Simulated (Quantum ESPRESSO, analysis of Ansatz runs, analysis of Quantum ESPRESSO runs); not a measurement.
# Reproducing a measured local vibrational mode: bond-centred H+ along c in ZnO (Quantum ESPRESSO), part 2 of 2

Aim: the local vibrational mode of the bond-centred H+ along c in ZnO, to be set beside the measurement. Set-up: PBE, GBRV 1.5 PBE, 32-site cell, PBE lattice, k: the single point 1/4 1/4 1/4, displacement 0.15 A. The model is a cell of 32 host atoms with 1 H put in. The frequencies come from force constants among the defect atom and its neighbours, with the masses of the isotopes named.

Quantum ESPRESSO 7.5; PBE, GBRV 1.5 PBE, 32-site cell, PBE lattice, k: the single point 1/4 1/4 1/4, displacement 0.15 A.

So far: The starting structure; Relaxation, charge +1.

### Step 3. Atom Zn6 moved by 0.15 A along x

Force constants come from the forces after small displacements. One such run is shown.

This step: Quantum ESPRESSO plane-wave DFT, PBE, GBRV 1.5 PBE potentials; single point of a defect supercell.

Input file pw.in:

```
&CONTROL
  calculation = 'scf'
  prefix = 'pwscf'
  outdir = './tmp'
  pseudo_dir = './pseudo'
  tprnfor = .true.
  disk_io = 'low'
/
&SYSTEM
  ibrav = 0
  nat = 33
  ntyp = 3
  ecutwfc = 45
  ecutrho = 360
  nbnd = 212
  occupations = 'smearing'
  smearing = 'fd'
  degauss = 0.00073499
  tot_charge = 1
  nosym = .true.
/
&ELECTRONS
  conv_thr = 1d-10
  electron_maxstep = 100
  mixing_beta = 0.5
/
ATOMIC_SPECIES
Zn    65.3800 zn_pbe_v1.uspp.F.UPF
O     15.9990 o_pbe_v1.2.uspp.F.UPF
H      1.0080 h_pbe_v1.4.uspp.F.UPF
CELL_PARAMETERS angstrom
   6.5616149739    0.0000000000    0.0000000000
  -3.2808074869    5.6825253113    0.0000000000
   0.0000000000    0.0000000000   10.5930620368
ATOMIC_POSITIONS crystal
Zn     0.1653788552    0.3352476722    0.2502987536
Zn     0.3201079638    0.1573049683   -0.0082110510
O      0.3256216197    0.1629511127    0.1870291691
O      0.1669191957    0.3313820584    0.4402483435
[... 1 atom line left out ...]
Zn     0.3394786668    0.1560136841    0.5082649375
[... 5 atom lines left out ...]
O      0.1671473191    0.8326745565    0.4410761227
[... 4 atom lines left out ...]
Zn     0.6642396234    0.3341746378    0.1768697581
[... 1 atom line left out ...]
O      0.8345165614    0.1649092860    0.1872658366
O      0.6670136627    0.3330339959    0.4622550757
[... 1 atom line left out ...]
Zn     0.8436720751    0.1560902294    0.5080269447
[... 4 atom lines left out ...]
O      0.8355985670    0.6728830025    0.1872782378
O      0.6684588060    0.8329802763    0.4402421952
[... 1 atom line left out ...]
Zn     0.8438315699    0.6832807536    0.5083946678
[... 2 atom lines left out ...]
H      0.6669115702    0.3336141028    0.3693391717
K_POINTS crystal
1
0.25 0.25 0.25 1.0
```

Run with:

```bash
OMP_NUM_THREADS=1 pw.x -in pw.in > pw.out
```

What it wrote:

```text
[banner, memory and clock lines left out]
          URL

     G-vector sticks info

     bravais-lattice index     =            0
     lattice parameter (alat)  =      12.3997  a.u.
     unit-cell volume          =    2665.4481 (a.u.)^3
     number of atoms/cell      =           33
     number of atomic types    =            3
     number of electrons       =       416.00
     number of Kohn-Sham states=          212
     kinetic-energy cutoff     =      45.0000  Ry
     charge density cutoff     =     360.0000  Ry
     scf convergence threshold =      1.0E-10
     mixing beta               =       0.5000
     number of iterations used =            8  plain     mixing
     Exchange-correlation=  SLA  PW   PBX  PBC
                           (   1   4   3   4   0   0   0)

     celldm(1)=  12.399655  celldm(2)=   0.000000  celldm(3)=   0.000000
     celldm(4)=   0.000000  celldm(5)=   0.000000  celldm(6)=   0.000000

     crystal axes: (cart. coord. in units of alat)
               a(1) = (   1.000000   0.000000   0.000000 )
               a(2) = (  -0.500000   0.866025   0.000000 )
               a(3) = (   0.000000   0.000000   1.614399 )

     reciprocal axes: (cart. coord. in units 2 pi/alat)
               b(1) = (  1.000000  0.577350 -0.000000 )
               b(2) = (  0.000000  1.154701  0.000000 )
               b(3) = (  0.000000 -0.000000  0.619426 )

     PseudoPot. # 1 for Zn read from file:
     zn_pbe_v1.uspp.F.UPF
     Pseudo is Ultrasoft, Zval = 20.0
     Generated by new atomic code, or converted to UPF format
     Using radial grid of  943 points,  6 beta functions with:
                l(1) =   0
                l(2) =   0
                l(3) =   1
                l(4) =   1
                l(5) =   2
                l(6) =   2
     Q(r) pseudized with  8 coefficients,  rinner =    1.100   1.100   1.100
                                                       1.100   1.100

     PseudoPot. # 2 for O  read from file:
     o_pbe_v1.2.uspp.F.UPF
     Pseudo is Ultrasoft + core correction, Zval =  6.0
     Generated by new atomic code, or converted to UPF format
     Using radial grid of  737 points,  5 beta functions with:
                l(1) =   0
                l(2) =   0
                l(3) =   1
                l(4) =   1
                l(5) =   2
     Q(r) pseudized with  8 coefficients,  rinner =    0.900   0.900   0.900
                                                       0.900   0.900

     PseudoPot. # 3 for H  read from file:
     h_pbe_v1.4.uspp.F.UPF
     Pseudo is Ultrasoft, Zval =  1.0
     Generated by new atomic code, or converted to UPF format
     Using radial grid of  615 points,  2 beta functions with:
                l(1) =   0
                l(2) =   0
     Q(r) pseudized with  8 coefficients,  rinner =    0.700

     atomic species   valence    mass     pseudopotential
     Zn               20.00    65.38000     Zn( 1.00)
     O                 6.00    15.99900     O ( 1.00)
     H                 1.00     1.00800     H ( 1.00)

     No symmetry found

   Cartesian axes

     site n.     atom                  positions (alat units)
         1        Zn     tau(   1) = (  -0.0022450   0.2903330   0.4040820  )
         2        Zn     tau(   2) = (   0.2414555   0.1362301  -0.0132559  )
         3        O      tau(   3) = (   0.2441461   0.1411198   0.3019396  )
         4        O      tau(   4) = (   0.0012282   0.2869853   0.7107363  )
         5        Zn     tau(   5) = (  -0.0025555   0.2939595   1.2098847  )
         6        Zn     tau(   6) = (   0.2614718   0.1351118   0.8205422  )
         7        O      tau(   7) = (   0.2493797   0.1454397   1.1224881  )
         8        O      tau(   8) = (   0.0013883   0.2919678   1.5152075  )
         9        Zn     tau(   9) = (  -0.2511261   0.7215846   0.4053263  )
        10        Zn     tau(  10) = (   0.0026514   0.5755204   0.0052936  )
        11        O      tau(  11) = (  -0.0011543   0.5775663   0.3100398  )
        12        O      tau(  12) = (  -0.2491900   0.7211173   0.7120727  )
        13        Zn     tau(  13) = (  -0.2486884   0.7207484   1.2098691  )
        14        Zn     tau(  14) = (   0.0027731   0.5756719   0.8053787  )
        15        O      tau(  15) = (  -0.0012296   0.5779698   1.1101845  )
        16        O      tau(  16) = (  -0.2445996   0.7180774   1.5154887  )
        17        Zn     tau(  17) = (   0.4971523   0.2894037   0.2855383  )
        18        Zn     tau(  18) = (   0.7625100   0.1368049  -0.0122753  )
        19        O      tau(  19) = (   0.7520619   0.1428156   0.3023217  )
        20        O      tau(  20) = (   0.5004967   0.2884159   0.7462639  )
        21        Zn     tau(  21) = (   0.4978513   0.2896238   1.2186887  )
        22        Zn     tau(  22) = (   0.7656270   0.1351781   0.8201580  )
        23        O      tau(  23) = (   0.7479917   0.1452605   1.1214174  )
        24        O      tau(  24) = (   0.5009903   0.2876818   1.5338032  )
        25        Zn     tau(  25) = (   0.2469465   0.7222133   0.4040617  )
        26        Zn     tau(  26) = (   0.5024373   0.5879367  -0.0129275  )
        27        O      tau(  27) = (   0.4991571   0.5827338   0.3023417  )
[...]
total energy              =   -7904.58887746 Ry
     estimated scf accuracy    <       0.07311731 Ry

     iteration #  4     ecut=    45.00 Ry     beta= 0.50
     Davidson diagonalization with overlap
     ethr =  1.76E-05,  avg # of iterations =  6.0

     total energy              =   -7904.60443887 Ry
     estimated scf accuracy    <       0.02235983 Ry

     iteration #  5     ecut=    45.00 Ry     beta= 0.50
     Davidson diagonalization with overlap
     ethr =  5.37E-06,  avg # of iterations =  2.0

     total energy              =   -7904.60512784 Ry
     estimated scf accuracy    <       0.00263934 Ry

     iteration #  6     ecut=    45.00 Ry     beta= 0.50
     Davidson diagonalization with overlap
     ethr =  6.34E-07,  avg # of iterations =  7.0

     total energy              =   -7904.60513168 Ry
     estimated scf accuracy    <       0.00050060 Ry

     iteration #  7     ecut=    45.00 Ry     beta= 0.50
     Davidson diagonalization with overlap
     ethr =  1.20E-07,  avg # of iterations =  3.0

     total energy              =   -7904.60527082 Ry
     estimated scf accuracy    <       0.00002027 Ry

     iteration #  8     ecut=    45.00 Ry     beta= 0.50
     Davidson diagonalization with overlap
     ethr =  4.87E-09,  avg # of iterations =  3.0

     total energy              =   -7904.60526683 Ry
     estimated scf accuracy    <       0.00003315 Ry

     iteration #  9     ecut=    45.00 Ry     beta= 0.50
     Davidson diagonalization with overlap
     ethr =  4.87E-09,  avg # of iterations =  2.0

     total energy              =   -7904.60526878 Ry
     estimated scf accuracy    <       0.00000339 Ry

     iteration # 10     ecut=    45.00 Ry     beta= 0.50
     Davidson diagonalization with overlap
     ethr =  8.14E-10,  avg # of iterations =  3.0

     total energy              =   -7904.60526990 Ry
     estimated scf accuracy    <       0.00000045 Ry

     iteration # 11     ecut=    45.00 Ry     beta= 0.50
     Davidson diagonalization with overlap
     ethr =  1.07E-10,  avg # of iterations =  2.0

     total energy              =   -7904.60526989 Ry
     estimated scf accuracy    <       0.00000012 Ry

     iteration # 12     ecut=    45.00 Ry     beta= 0.50
     Davidson diagonalization with overlap
     ethr =  2.92E-11,  avg # of iterations =  2.0

     total energy              =   -7904.60526991 Ry
     estimated scf accuracy    <          1.5E-09 Ry

     iteration # 13     ecut=    45.00 Ry     beta= 0.50
     Davidson diagonalization with overlap
     ethr =  3.70E-13,  avg # of iterations =  4.0

     total energy              =   -7904.60526991 Ry
     estimated scf accuracy    <          1.9E-09 Ry

     iteration # 14     ecut=    45.00 Ry     beta= 0.50
     Davidson diagonalization with overlap
     ethr =  3.70E-13,  avg # of iterations =  2.0

     total energy              =   -7904.60526991 Ry
     estimated scf accuracy    <          8.6E-10 Ry

     iteration # 15     ecut=    45.00 Ry     beta= 0.50
     Davidson diagonalization with overlap
     ethr =  2.07E-13,  avg # of iterations =  2.0

     End of self-consistent calculation

          k = 0.2500 0.4330 0.1549 ( 13581 PWs)   bands (ev):

  -115.8427-115.2734-115.2726-115.2224-115.1203-115.1178-115.1152-115.0964
  -114.9794-114.9779-114.9305-114.9293-114.9228-114.9180-114.9177-114.9124
   -70.1789 -69.9597 -69.9492 -69.5133 -69.4869 -69.4727 -69.4661 -69.4470
   -69.4446 -69.4443 -69.3975 -69.3863 -69.3367 -69.3339 -69.3287 -69.3235
   -69.3208 -69.3142 -69.3049 -69.2860 -69.2858 -69.2847 -69.2825 -69.2806
   -69.1805 -69.1769 -69.1764 -69.1717 -69.1699 -69.1661 -69.1354 -69.1347
   -69.1269 -69.1232 -69.1227 -69.1215 -69.1186 -69.1169 -69.1158 -69.1151
   -69.1142 -69.1135 -69.1127 -69.1114 -69.1093 -69.1076 -69.1048 -69.1009
   -11.6653  -9.3380  -9.1847  -9.1248  -9.1141  -9.0135  -8.9938  -8.9275
    -8.8736  -8.8587  -8.8443  -8.8041  -8.7844  -8.7413  -8.7310  -8.5773
     0.5610   2.1419   2.1982   2.2744   2.2953   2.3588   2.3811   2.4447
     2.4886   2.5087   2.5553   2.5855   2.6056   2.6508   2.6790   2.7113
[...]
5.0151   5.0742   5.2468   5.3521   5.4438   5.4588   5.5215   5.5480
     5.7170   5.8790   5.9725   6.0215   6.2039   6.2571   6.2925   6.3400
     6.3820   6.4225   6.4701   6.5330   6.5730   6.6330   6.7172   6.7803
     6.8884   6.9459   7.0127   7.0661   7.1136   7.1849   7.2440   7.3576
     7.3713   7.4103   7.4628   7.4937   7.5773   7.6120   7.8446   7.8592
    11.1393  11.9753  12.3648  12.6024

     the Fermi energy is     8.6822 ev

!    total energy              =   -7904.60526991 Ry
     estimated scf accuracy    <          5.9E-11 Ry
     smearing contrib. (-TS)   =       0.00000000 Ry
     internal energy E=F+TS    =   -7904.60526991 Ry

     The total energy is F=E-TS. E is the sum of the following terms:
     one-electron contribution =   -6585.01589814 Ry
     hartree contribution      =    3459.22990259 Ry
     xc contribution           =    -793.39683068 Ry
     ewald contribution        =   -3985.42244368 Ry

     convergence has been achieved in  15 iterations

     Forces acting on atoms (cartesian axes, Ry/au):

     atom    1 type  1   force =     0.00019365   -0.00018795    0.00594334
     atom    2 type  1   force =     0.00031225   -0.00009882    0.00015983
     atom    3 type  2   force =     0.00110779   -0.00021005   -0.00031081
     atom    4 type  2   force =     0.01256510   -0.00725096    0.00554643
     atom    5 type  1   force =     0.00046061   -0.00052752   -0.00263926
     atom    6 type  1   force =    -0.05400620   -0.00941689    0.00318057
     atom    7 type  2   force =     0.00238745   -0.00005844   -0.00023755
     atom    8 type  2   force =     0.00001781   -0.00027648   -0.00026818
     atom    9 type  1   force =     0.00006332   -0.00000782   -0.00038894
     atom   10 type  1   force =     0.00002787   -0.00000159    0.00034788
[...]
atom   29 type  1   force =    -0.00024800    0.00014771    0.00016346
     atom   30 type  1   force =     0.00088589    0.00819990    0.00123957
     atom   31 type  2   force =     0.00000973   -0.00090936   -0.00103495
     atom   32 type  2   force =     0.00040116   -0.00003089   -0.00004737
     atom   33 type  3   force =     0.00217739    0.00137484   -0.00224061

     Total force =     0.066950     Total SCF correction =     0.000015
```

The job ended after 4.1 min (1 thread of Arm Neoverse V1, shared host; peak memory 1.4 GiB).

The run converged, but on settings that a careful run would not use, so its numbers are not the defect's.

### Step 4. Local vibrational modes

Analysis of the runs above: force constants by central differences of Quantum ESPRESSO plane-wave DFT, PBE, GBRV 1.5 PBE potentials forces among the atoms nearest to a defect, the others at rest.

The run converged, but on settings that a careful run would not use, so its numbers are not the defect's.

### Step 5. Outcome

This set-up is not sound: a displacement far outside the harmonic range. For the record: O-H stretch, 1H: computed 4062 cm⁻¹, measured 3611.3 cm⁻¹; 451 cm⁻¹ (12 %) above the measurement. O-D stretch, 2H: computed 2955 cm⁻¹, measured 2668 cm⁻¹; 287 cm⁻¹ (11 %) above the measurement.

[Logs are printed without paths, hosts, clocks, repeated set-up lines and the standing remarks that a program may print on its own settings, such as how far it seeks lower states.]

[Hosts, paths, dates, database ids (printed as entryN), source tags and the programs' standing remarks are cut or masked in the printed files.]

[For some hosts the program warned that the k-mesh of the response run may be too coarse for force constants and the static dielectric constant; such warnings are not shown here.]
